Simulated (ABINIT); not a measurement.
Planning a run of ABINIT 10.8.3 on Ga2O3 (C2/m). The input:

```
acell 3*1.0 Angstrom
rprim 
  6.107000000000 -1.518550000000 0.000000000000
  6.107000000000 1.518550000000 0.000000000000
  -1.385988895900 0.000000000000 5.630008738000
ntypat 2
znucl 31 8
natom 10
typat 1 1 1 1 2 2 2 2 2 2
xred 
  0.090500000000 0.090500000000 0.794600000000
  0.909500000000 0.909500000000 0.205400000000
  0.658660000000 0.658660000000 0.314020000000
  0.341340000000 0.341340000000 0.685980000000
  0.164500000000 0.164500000000 0.109800000000
  0.835500000000 0.835500000000 0.890200000000
  0.173300000000 0.173300000000 0.563200000000
  0.826700000000 0.826700000000 0.436800000000
  0.495900000000 0.495900000000 0.256600000000
  0.504100000000 0.504100000000 0.743400000000
pp_dirpath "pseudos"
pseudos "Ga.upf, O.upf"
ecut 36
ngkpt 4 4 2
nshiftk 1
shiftk 0 0 0
kptopt 1
chksymbreak 0
iscf -2
irdden 1
istwfk *1
nband 118
nbdbuf 10
tolwfr 1e-09
nstep 60
prtvol 0
indata_prefix "in"
outdata_prefix "out"
tmpdata_prefix "tmp"
```

```sh
OMP_NUM_THREADS=1 mpirun -n 16 abinit run.abi > log
```

Question: How long will it take on 16 MPI ranks of AMD EPYC 7R43, shared host, and how much memory?

It took 59 s; on shared hardware allow 29 s to 2 min. Peak host memory was 1.8 GiB.

[Paths, hosts, dates, memory and timing lines, banners, echoed tables and standing remarks are left out of the program output.]

[Logs are printed without paths, hosts, clocks, repeated set-up lines and the standing remarks that a program may print on its own settings, such as how far it seeks lower states.]

[Runs of the session that timed out or met a known fault of the program may be left out.]

[Hosts, paths, dates, database ids (printed as entryN), source tags and the programs' standing remarks are cut or masked in the printed files.]

[G0W0 gaps are taken among the corrected bands and points alone; a level outside them can change the order at an edge.]

[Where Ansatz stands beside ABINIT at settings called matched, ABINIT's density can come from a denser mesh and the files from another edition; pairs whose starting gaps differed by over 0.03 eV were left out, so agreement reads better than it is.]
